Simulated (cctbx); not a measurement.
# EuMgCoO4 across an absorption edge

Space group I4mm (no. 107), a = 3.5680 Å, b = 3.5680 Å, c = 11.6950 Å, α = 90.00°, β = 90.00°, γ = 90.00°.

| atom | mult. | x | y | z | Ueq (Å²) |
| --- | --- | --- | --- | --- | --- |
| Eu1 | 2 | 0 | 0 | 0.3530 | 0.0042 |
| Co1 | 2 | 1/2 | 1/2 | 0.4980 | 0.0049 |
| Mg1 | 2 | 1/2 | 1/2 | 0.1482 | 0.0097 |
| O1 | 4 | 0 | 1/2 | 0.4928 | 0.0119 |
| O2 | 2 | 0 | 0 | 0.1684 | 0.0079 |
| O3 | 2 | 1/2 | 1/2 | 0.3394 | 0.0112 |

The model was made for the exercise: a known structure type with other elements put in, its volume estimated, not relaxed; displacement parameters are assumed.

Calculated with cctbx: free-atom f′ and f″ from the Sasaki tables, no fine structure; amplitudes in electrons.

| E (eV) | F 0 0 4 | F 2 1 1 | F 2 2 2 | F 2 0 4 |
| --- | --- | --- | --- | --- |
| 6377 | 50.5 | 44.7 | 51.3 | 41.7 |
| 6727 | 47.0 | 41.3 | 47.9 | 38.3 |
| 6857 | 44.0 | 38.4 | 45.2 | 35.3 |
| 6917 | 41.0 | 35.5 | 42.9 | 32.4 |
| 6947 | 38.3 | 32.8 | 40.8 | 29.7 |
| 6962 | 35.3 | 30.1 | 38.7 | 26.9 |
| 6969 | 32.7 | 27.6 | 37.0 | 24.3 |
| 6973 | 29.8 | 25.0 | 35.2 | 21.6 |
| 6981 | 33.5 | 22.7 | 46.3 | 27.3 |
| 6985 | 36.4 | 25.9 | 47.7 | 29.7 |
| 6992 | 39.0 | 28.7 | 49.1 | 32.0 |
| 7007 | 41.8 | 31.8 | 50.7 | 34.6 |
| 7037 | 44.5 | 34.6 | 52.2 | 37.0 |
| 7127 | 48.5 | 38.8 | 54.3 | 40.6 |
| 7377 | 51.6 | 42.0 | 54.7 | 43.5 |

**Question.** Which edge is crossed, and why do the reflections move as they do?

The L3 edge of Eu. The edge is at 6977 eV. f′ of Eu falls from -11.9 e at 6857 eV to -19.2 e at 4 eV below it, and f″ steps from 3.62 to 10.62 e across it. Over that approach |F| changes by -32 % (0 0 4), -35 % (2 1 1), -22 % (2 2 2) and -39 % (2 0 4): a reflection falls where Eu scatters in phase with the total and rises where it scatters against it; it hardly moves where the Eu term is small or cancels by symmetry or lies in quadrature to the total. The f″ term interferes with the normal scattering with opposite sign for the two Friedel mates. The largest Friedel difference in the scan is 69.6 % of the mean (2 2 2, at 6981 eV).
